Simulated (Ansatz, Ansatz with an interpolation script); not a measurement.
An input for Ansatz 0.2.0 (SnO2 (Pbcn)):

```yaml
crystal:
  lattice:
    - [4.73514617, 0.0, 0.0]
    - [0.0, 5.75091223, 0.0]
    - [0.0, 0.0, 5.24711425]
  atoms:
    - { symbol: Sn, position: [0.5, 0.66544775, 0.75] }
    - { symbol: Sn, position: [0.0, 0.83455225, 0.25] }
    - { symbol: Sn, position: [0.5, 0.33455225, 0.25] }
    - { symbol: Sn, position: [0.0, 0.16544775, 0.75] }
    - { symbol: O, position: [0.73030504, 0.60712347, 0.07860358] }
    - { symbol: O, position: [0.23030504, 0.89287653, 0.92139642] }
    - { symbol: O, position: [0.76969496, 0.89287653, 0.57860358] }
    - { symbol: O, position: [0.26969496, 0.60712347, 0.42139642] }
    - { symbol: O, position: [0.73030504, 0.39287653, 0.57860358] }
    - { symbol: O, position: [0.23030504, 0.10712347, 0.42139642] }
    - { symbol: O, position: [0.76969496, 0.10712347, 0.07860358] }
    - { symbol: O, position: [0.26969496, 0.39287653, 0.92139642] }
kpoints:
  mp_grid: { grid: [4, 4, 4] }
  band_path:
    path:
      - [[0.0, 0.0, 0.0], [0.5, 0.0, 0.0], [0.5, 0.5, 0.0], [0.0, 0.5, 0.0], [0.0, 0.0, 0.0], [0.0, 0.0, 0.5], [0.5, 0.0, 0.5], [0.5, 0.5, 0.5], [0.0, 0.5, 0.5], [0.0, 0.0, 0.5]]
      - [[0.5, 0.0, 0.0], [0.5, 0.0, 0.5]]
      - [[0.0, 0.5, 0.0], [0.0, 0.5, 0.5]]
      - [[0.5, 0.5, 0.0], [0.5, 0.5, 0.5]]
    npoints: 10
hamiltonian:
  xc: hse06
scf:
  occupations: { method: fixed }
  n_extra_bands: 8
output:
  eigenvalues: true
```

```sh
ansatz run input.yaml --threads 16 --pin off --max-ram 64512MiB --backend cuda --events-out ev --progress --plain --runs-dir out --devices 1 --max-vram 78GiB
```

Question: Estimate wall time and host memory on 1 × NVIDIA GB200 (shared by 2 runs) with 16 threads of Arm Neoverse V2, shared host.

It took 100 s; on shared hardware allow 50 s to 3.3 min. Peak host memory was 2.2 GiB. The sizes that set the cost: 2809 plane waves a state, 27 irreducible k points and 13 SCF cycles.

Exact exchange couples every pair of k points and filled bands, so it costs far more than a semilocal run.

[Paths, hosts, dates, memory and timing lines, banners, echoed tables and standing remarks are left out of the program output.]

[Logs are printed without paths, hosts, clocks, repeated set-up lines and the standing remarks that a program may print on its own settings, such as how far it seeks lower states.]

[Runs of the session that timed out or met a known fault of the program may be left out.]

[Hosts, paths, dates, database ids (printed as entryN), source tags and the programs' standing remarks are cut or masked in the printed files.]
